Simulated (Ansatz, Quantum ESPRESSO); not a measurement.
# KBr (Fm-3m): Raman and infrared activity, part 3 of 3

Aim: Raman and infrared lines of KBr (Fm-3m).

Quantum ESPRESSO 8.0 development, patched; DFT LDA, scalar-relativistic, plane waves, PseudoDojo norm-conserving pseudopotentials.

So far, mean static dielectric tensor (ions relaxed, fixed cell): step 6 (modes with the sum rule) 4.85. The relaxed cell has a = 6.370 Å (conventional setting).

**8. Sum rules set otherwise: a sum rule for molecules or wires on a crystal**

This rule also removes rotations, which suits wires and not a crystal; it is tried to see the harm.

The input, dynmat.in:

```
&INPUT
  fildyn = 'g.dyn'
  asr    = 'one-dim'
  fileig = 'dynmat.eig'
  lperm  = .true.
/
```

Command:

```console
dynmat.x -in dynmat.in > dynmat.out
```

Log:

```text
[banner, memory and clock lines left out]
Program DYNMAT v.8.0dev

     Reading Dynamical Matrix from file g.dyn
     ...Force constants read
     ...epsilon and Z* read
     ...Raman cross sections read
asr rotation axis in 1D system=    3
     For the rotational sum rules    1 atoms are taken in another cell, next to their neighbours
     Acoustic Sum Rule: || Z*(ASR) - Z*(orig)|| =    5.198301E-04
     Acoustic Sum Rule: ||dyn(ASR) - dyn(orig)||=    6.722556E-02
     Message from routine dynmat:
     WARNING: the charges keep any dipole. Ignore the strengths of the modes set to zero; with q typed a rigid rotation may get a frequency
     A direction for q was not specified:TO-LO splitting will be absent

     Polarizability (A^3 units)
     multiply by 0.630039 for Clausius-Mossotti correction (not under assume_isolated = 'mt')
         9.057961   -0.000000   -0.000000
        -0.000000    9.057961   -0.000000
        -0.000000    0.000000    9.057961

     IR activities are in (D/A)^2/amu units

# mode   [cm-1]    [THz]      IR
    1     -0.00   -0.0000    0.6630
    2     -0.00   -0.0000    0.0088
    3     -0.00   -0.0000    0.0000
    4      0.00    0.0000    0.3962
    5    130.06    3.8992    1.0680
    6    130.06    3.8992    1.0680

Electronic dielectric permittivity tensor (relative, adimensional)
         2.761611   -0.000000   -0.000000
        -0.000000    2.761611   -0.000000
        -0.000000    0.000000    2.761611

 ... with zone-center polar mode contributions
         2.761611    0.000000    0.000000
         0.000000    4.845527    0.000000
         0.000000    0.000000    4.845527
```

It took 0.57 s on 1 thread of Intel Xeon Platinum 8375C at 2.90GHz (Ice Lake), shared host.

The run ended normally, but on settings that are not sound.

The fault: a sum rule for molecules or wires on a crystal; 1 optical mode is projected out to zero frequency, as if it were a rotation, and the static dielectric tensor is spoilt.

For a crystal the rule has to be 'simple' or 'crystal'.

Zone-centre frequencies as printed; negative means imaginary. Modes:

| mode | frequency (cm⁻¹) |
| --- | --- |
| 1 | 0 |
| 2 | 0 |
| 3 | 0 |
| 4 | 0 |
| 5 | 130.1 |
| 6 | 130.1 |

**9. Modes along a direction of q (1 0 0)**

A longitudinal polar mode sets up a macroscopic field that stiffens it; the term hangs on the direction from which q goes to zero.

The input, dynmat.in:

```
&INPUT
  fildyn = 'g.dyn'
  asr    = 'simple'
  fileig = 'dynmat.eig'
  q(1)   = 1.0
  q(2)   = 0.0
  q(3)   = 0.0
/
```

Command:

```console
dynmat.x -in dynmat.in > dynmat.out
```

Log:

```text
[banner, memory and clock lines left out]
Program DYNMAT v.8.0dev

     Reading Dynamical Matrix from file g.dyn
     ...Force constants read
     ...epsilon and Z* read
     ...Raman cross sections read

     Polarizability (A^3 units)
     multiply by 0.630039 for Clausius-Mossotti correction (not under assume_isolated = 'mt')
         9.057961   -0.000000   -0.000000
        -0.000000    9.057961   -0.000000
        -0.000000    0.000000    9.057961

     IR activities are in (D/A)^2/amu units

# mode   [cm-1]    [THz]      IR
    1     -0.00   -0.0000    0.0000
    2     -0.00   -0.0000    0.0000
    3     -0.00   -0.0000    0.0000
    4    130.06    3.8992    1.0680
    5    130.06    3.8992    1.0680
    6    172.28    5.1650    1.0680
```

It took 0.57 s on 1 thread.

Read from the output:

| Quantity | Value |
| --- | --- |
| highest mode moved by the LO-TO term | 172.3 cm⁻¹ |

Zone-centre frequencies as printed; negative means imaginary. Modes:

| mode | frequency (cm⁻¹) |
| --- | --- |
| 1 | 0 |
| 2 | 0 |
| 3 | 0 |
| 4 | 130.1 |
| 5 | 130.1 |
| 6 | 172.3 |

The field moves one mode, from 130 to 172 cm⁻¹; the others stay.

**10. A second program**

A second program on the same cell, potentials, cutoff and meshes tests the implementation of the phonon response, not its convergence. Its field response is summed in its own way. Its k mesh is centred on Γ.

This step: DFT LDA, scalar-relativistic, plane waves, PseudoDojo norm-conserving pseudopotentials (Ansatz 0.2.0).

The input, input.yaml:

```yaml
crystal:
  lattice:
    - [-3.184931692, 0.0, 3.184931692]
    - [0.0, 3.184931692, 3.184931692]
    - [-3.184931692, 3.184931692, 0.0]
  atoms:
    - { symbol: K, position: [0.0, 0.0, 0.0] }
    - { symbol: Br, position: [0.5, 0.5, 0.5] }
kpoints:
  mp_grid: { grid: [6, 6, 6] }
hamiltonian:
  xc: lda
  pseudopotentials: { kind: nc, accuracy: standard }
scf:
  occupations: { method: fixed }
output:
  eigenvalues: true
basis:
  ecutwfc: 979.61
phonons:
  method: dfpt
  dielectric: true
  rigid_motions: translations
  raman: true
```

Command:

```console
ansatz run input.yaml --threads 2 --pin off --max-ram 4096MiB --backend cpu --events-out ev --progress --plain --runs-dir out
```

Log:

```text
Engine: ansatz 0.2.0, x86_64-unknown-linux-gnu
Pseudopotentials: kind: nc
Pseudopotential: K, nc, valence charge 9, recommended cutoff 979.609905 eV (normal), K.nc.azcp (PseudoDojo's, or run here from an input of PseudoDojo's; its table is named by hamiltonian.pseudopotentials.accuracy)
Pseudopotential: Br, nc, valence charge 7, recommended cutoff 598.650497 eV (normal), Br.nc.azcp (PseudoDojo's, or run here from an input of PseudoDojo's; its table is named by hamiltonian.pseudopotentials.accuracy)
Functional definition: SPW92
  exchange = slater_x
  correlation = pw_c
Crystal: 2 atoms, lattice volume = 64.615 Å³
Basis set: ecut = 979.61 eV, 4573 PW (Γ), exchange–correlation on 96×96×96 points (8 copies of the dense FFT grid, shifted against one another)
Bands: 12, of which v1, the nominal top of the filled ones, is band 8 counted from 1 (7 counted from 0)
Symmetry: 48 space group operations
k-points: 30 of 216 (irreducible under 8 space group operations, time reversal used)
Non-local potential: K, projectors of the file, l = 0: 2, l = 1: 2, l = 2: 2
Non-local potential: Br, projectors of the file, l = 0: 2, l = 1: 2, l = 2: 2
Initial density: superposition of atomic densities (chi_scale 0.1, normalization cell, long waves kept (reshape's long-wave potential 0.00 eV rms))
Initial wavefunctions: pseudopotential atomic-orbital guess
Functional: x = slater, c = lda
SCF iter   1: F=—  HF=-1247.905897 eV  |F-HF|=—  |Δ(HF+E_count)|=         —  Δρ=3.86e-2  dr2=1.57e0  ethr=3.10e-3  ⟨swp⟩=6.5  Hψ=2368  notcnv=0  defer=58
preconditioner: auto → none  [insulator: Δε(μ)=3.460 eV  Ē_g=14.761 eV  n_scr=14 (ndim 8)  ℏωp=17.3 eV  f_vac=0.000  ε∞_Penn≈2.4]
SCF iter   2: F=—  HF=-1247.208325 eV  |F-HF|=—  |Δ(HF+E_count)|=   6.98e-1  Δρ=8.54e-3  dr2=6.84e-2  ethr=3.10e-3  ⟨swp⟩=3.9  Hψ=1111  notcnv=0  defer=56
SCF iter   3: F=—  HF=-1247.189282 eV  |F-HF|=—  |Δ(HF+E_count)|=   1.90e-2  Δρ=3.77e-3  dr2=8.64e-3  ethr=4.27e-4  ⟨swp⟩=3.4  Hψ=605  notcnv=0  defer=60
SCF iter   4: F=—  HF=-1247.187978 eV  |F-HF|=—  |Δ(HF+E_count)|=   1.30e-3  Δρ=9.87e-4  dr2=9.74e-4  ethr=5.40e-5  ⟨swp⟩=2.9  Hψ=456  notcnv=0  defer=59
SCF iter   5: F=—  HF=-1247.187868 eV  |F-HF|=—  |Δ(HF+E_count)|=   1.10e-4  Δρ=1.15e-4  dr2=1.16e-5  ethr=6.09e-6  ⟨swp⟩=3.9  Hψ=666  notcnv=0  defer=58
SCF iter   6: F=—  HF=-1247.187868 eV  |F-HF|=—  |Δ(HF+E_count)|=   1.40e-7  Δρ=1.59e-5  dr2=2.23e-7  ethr=7.28e-8  ⟨swp⟩=2.5  Hψ=562  notcnv=0  defer=58
SCF iter   7: F=—  HF=-1247.187827 eV  |F-HF|=—  |Δ(HF+E_count)|=   4.14e-5  Δρ=1.57e-6  dr2=8.79e-10  ethr=1.40e-9  ⟨swp⟩=2.4  Hψ=630  notcnv=0  defer=55
SCF iter   8: F=-1247.187827 eV  HF=-1247.187827 eV  |F-HF|=2.80e-11  |Δ(HF+E_count)|=  7.71e-10  Δρ=2.65e-7  dr2=3.53e-11  ethr=1.00e-12  ⟨swp⟩=14.8  Hψ=3699  notcnv=0
SCF 1 converged in 8 iterations: F = -1247.187827 eV  dr2 = 3.53e-11
NSCF: frozen V_eff on 3 k-points
DFPT response loops at Γ: preconditioner auto → none (the input reference at scf.mixing.eps_inf says where Resta's filter doesn't serve); β = 0.50; Broyden in place of MSR1
── the response to a field inside a basis, on 8×8×8 k-points: an SCF that follows is theirs, and a resumed run solves both again ──
Bands: 9, of which v1, the nominal top of the filled ones, is band 8 counted from 1 (7 counted from 0)
k-points: 60 of 512 (irreducible under 12 space group operations)
Initial density: handed on by an earlier stage of this run
Initial wavefunctions: pseudopotential atomic-orbital guess (no wavefunctions were taken with the density)
Eigensolver: Dense (60 Hₖ)
SCF iter   1: F=—  HF=-1247.186465 eV  |F-HF|=—  |Δ(HF+E_count)|=         —  Δρ=5.56e-5  dr2=3.98e-7  ethr=1.00e-1
preconditioner: auto → none  [insulator: Δε(μ)=4.467 eV  Ē_g=13.067 eV  n_scr=14 (ndim 8)  ℏωp=17.3 eV  f_vac=0.030  ε∞_Penn≈2.7]
SCF iter   2: F=—  HF=-1247.186466 eV  |F-HF|=—  |Δ(HF+E_count)|=   5.04e-7  Δρ=2.76e-5  dr2=9.30e-8  ethr=2.48e-9
SCF iter   3: F=—  HF=-1247.186466 eV  |F-HF|=—  |Δ(HF+E_count)|=   1.82e-7  Δρ=3.44e-6  dr2=8.32e-9  ethr=5.81e-10
SCF iter   4: F=-1247.186466 eV  HF=-1247.186466 eV  |F-HF|=8.64e-12  |Δ(HF+E_count)|=   1.87e-9  Δρ=1.51e-7  dr2=7.12e-12  ethr=5.20e-11
SCF 1 converged in 4 iterations: F = -1247.186466 eV  dr2 = 7.12e-12
DFPT response loops at Γ: mixed as the last ones told, above
DFPT response loops at Γ: mixed as the last ones told, above
SCF converged after 8 iterations
Free energy (F): -1247.187827 eV
Harris-Foulkes:  -1247.187827 eV  (|F-HF|=2.80e-11)
Internal energy: -1247.187827 eV  (E = F + TS)
E sigma→0 (E₀):  -1247.187827 eV
Fermi energy:    1.614074 eV
--- Per-component energies (eV) ---
  E_band       = -123.130175
  E_kinetic    = 400.252859
  E_local      = -932.226671  (includes V_loc(G=0)·N_el)
  E_nonlocal   = 179.542646
  E_hartree    = 245.361315
  E_xc         = -311.229464
  E_vxc        = -261.421519  (∫ρ·V_xc dr)
  E_ewald      = -828.888512
  E_smearing   = -0.000000  (= −TS)
  E_closure    = 0.000000  (closes the sum)
  Σ components = -1247.187827   (vs F -1247.187827, Δ=0.00e0)
--- Band table (eV; the first three rows and the last of 30) ---
  k-point 0: bands = [... 4 lower, -9.3272, 1.6141, 1.6141, 1.6141, 5.9388, 8.9684, 8.9684, 8.9684]
  k-point 1: bands = [... 4 lower, -9.2496, 1.1409, 1.4913, 1.4913, 6.6889, 8.8359, 9.3312, 9.3312]
  k-point 2: bands = [... 4 lower, -9.1048, 0.4272, 1.2654, 1.2654, 7.7642, 9.3015, 10.3024, 10.3024]
  k-point 29: bands = [... 4 lower, -9.3873, 0.6512, 1.2801, 1.2801, 7.0318, 8.8762, 10.9727, 11.3533]
--- Phonons (Γ-DFPT): 2 representative perturbations + reference, on 30 of 216 k-points (Σ response iterations 7) ---
  k mesh reduced under 8 symmetry operations, with k and −k counted as one. Each operation leaves every solved perturbation unchanged. A smaller set is not considered because the run solves the response to a homogeneous field
  ASR residual: 9.670e-4 → 0.000e0 eV/Å²; symmetrization residual: 2.435e-8 eV/Å²
  ASR residual per site (eV/Å²): 9.67e-4 8.04e-5
  Γ frequencies (cm⁻¹): 0.00 0.00 0.00 130.06 130.06 130.06
  ε∞ (high-frequency dielectric tensor):
        2.760670     0.000000     0.000000
        0.000000     2.760670    -0.000000
        0.000000    -0.000000     2.760670
  ε⁰ (static dielectric tensor: ions relaxed, cell fixed):
        4.843928     0.000000     0.000000
        0.000000     4.843928     0.000000
        0.000000     0.000000     4.843928
  ε⁰ − ε∞ (ionic part):
        2.083258     0.000000     0.000000
        0.000000     2.083258     0.000000
        0.000000     0.000000     2.083258
  softest optical mode at Γ: 130.06 cm⁻¹; the repairs (sum rule, projections) moved no ω² at Γ by more than (2.59 cm⁻¹)²
  Born effective charges Z* (e; rows j = field, columns β = displacement):
    site 0:
         1.10221    0.00000    0.00000
         0.00000    1.10221    0.00000
         0.00000    0.00000    1.10221
    site 1:
        -1.10221   -0.00000   -0.00000
        -0.00000   -1.10221   -0.00000
        -0.00000   -0.00000   -1.10221
  Z* charge neutrality: 2.303e-4 e pre-enforcement
  solved inside a basis spanned on kpoints, on 8×8×8 k-points: ε∞ is read to err by 5.3e-3, Z* by 9.6e-3 e (field_mesh: kpoints solves on kpoints); Z* is corrected for what the basis lacks
  Raman tensors (in the event stream and the table raman_tensors.tsv): an entry may err by 1.4e-3 Å², one of the second-order susceptibility by 1.5e-20 pm/V (basis, points and sum rule); their sum over the sites missed zero by 3.115e-21 Å² ahead of its enforcement
  optical modes at Γ without the LO–TO term, one row a degenerate level:
      ω (cm⁻¹)  modes    IR ((D/Å)²/amu)  static Raman (Å⁴/amu)  depolarisation
        130.06      3             3.2029                 0.0000               —
  optical modes at Γ + LO–TO along q̂ = [1.0000, 0.0000, 0.0000]:
      ω (cm⁻¹)  modes    IR ((D/Å)²/amu)  static Raman (Å⁴/amu)  depolarisation
        130.06      2             2.1353                 0.0000               —
        172.28      1             1.0676                 0.0000               —
  optical modes at Γ + LO–TO along q̂ = [0.0000, 1.0000, 0.0000]:
      ω (cm⁻¹)  modes    IR ((D/Å)²/amu)  static Raman (Å⁴/amu)  depolarisation
        130.06      2             2.1353                 0.0000               —
        172.28      1             1.0676                 0.0000               —
  optical modes at Γ + LO–TO along q̂ = [0.0000, 0.0000, 1.0000]:
      ω (cm⁻¹)  modes    IR ((D/Å)²/amu)  static Raman (Å⁴/amu)  depolarisation
        130.06      2             2.1353                 0.0000               —
        172.28      1             1.0676                 0.0000               —
```

Run time: 1.7 min. Hardware: 2 threads; peak memory 0.95 GiB.

Read from the output:

| Item | Value |
| --- | --- |
| sum-rule residual before enforcement | 9.67e-4 eV/Å² |
| miss of the charge sum rule | 2.30e-4 e |
| estimated error of the dielectric tensor | 0.005328 |
| estimated error of the Born charges | 0.009586 e |
| mean high-frequency dielectric constant | 2.761 |
| largest Born charge in size (third of the trace) | 1.102 e |
| mean static dielectric constant | 4.844 |

Transverse modes. Lines of the infrared spectrum (strongest = 100):

| position (cm⁻¹) | label | IR intensity ((D/Å)²/amu), degenerate modes summed, relative |
| --- | --- | --- |
| 130 | T1u | 100 |

**11. Side by side: QE PseudoDojo and Ansatz, PseudoDojo**

Numbers from this step:

- root-mean-square difference: 0 cm⁻¹
- largest difference: 0 cm⁻¹

Frequencies side by side, by row:

| q (reciprocal lattice) | mode | QE PseudoDojo (cm⁻¹) | Ansatz, PseudoDojo (cm⁻¹) |
| --- | --- | --- | --- |
| 0 0 0 | 1 | 0 | 0 |
| 0 0 0 | 2 | 0 | 0 |
| 0 0 0 | 3 | 0 | 0 |
| 0 0 0 | 4 | 130.1 | 130.1 |
| 0 0 0 | 5 | 130.1 | 130.1 |
| 0 0 0 | 6 | 130.1 | 130.1 |

The two runs side by side. Further quantities:

| quantity | QE PseudoDojo | Ansatz, PseudoDojo |
| --- | --- | --- |
| mean ε∞ | 2.762 | 2.761 |
| largest Born charge in size (e; the first before, the second after the charge sum rule) | 1.103 | 1.102 |
| summed IR intensity ((D/Å)²/amu) | 3.204 | 3.203 |

At the zone centre the largest difference (acoustic modes at Γ apart) is 0.008 % of the highest mode.

**12. Results**

```json
{"space group after relaxation": "Fm-3m", "volume per atom": "32.3 Å³", "gap on the k-mesh": "4.32 eV", "highest optical zone-centre mode (no LO-TO term)": "130.1 cm⁻¹", "highest mode moved by the LO-TO term": "172.3 cm⁻¹", "mean high-frequency dielectric constant": "2.76", "largest Born charge in size (third of the trace)": "1.10 e", "mean static dielectric constant": "4.85", "imaginary optical modes at the zone centre (no q mesh in this session)": "none", "largest difference from Ansatz, PseudoDojo": "0 cm⁻¹"}
```

In words: No mode is Raman active in this structure; the strongest infrared line lies at 130 cm⁻¹. At the LDA level the optical modes of KBr (Fm-3m) at the zone centre (no LO-TO term) lie at 130 cm⁻¹. Along the directions run, the highest mode that the macroscopic field moves lies at 172 cm⁻¹. Lattice motion raises the mean dielectric constant from 2.762 to 4.846. The Born charge of Br is -1.103 e against a formal charge of -1, somewhat above it. The Lyddane-Sachs-Teller relation holds: (ωLO/ωTO)² is 1.75 and ε₀/ε∞ is 1.75. QE PseudoDojo and Ansatz, PseudoDojo agree to 0.01 cm⁻¹ (0.008 % of the highest mode compared) on all solved modes but the acoustic ones at Γ, without the LO-TO term. These are harmonic frequencies at zero temperature: anharmonic shifts and linewidths and thermal expansion are left out. The build is a development version in which the Raman tensors of release 7.5 are mended; dynmat.x leaves out the electro-optic term of LO lines.

[Host names and launcher messages were left out of these logs when they were recorded.]

[Logs are printed without paths, hosts, clocks, repeated set-up lines and the standing remarks that a program may print on its own settings, such as how far it seeks lower states.]

[Hosts, paths, dates, database ids (printed as entryN), source tags and the programs' standing remarks are cut or masked in the printed files.]
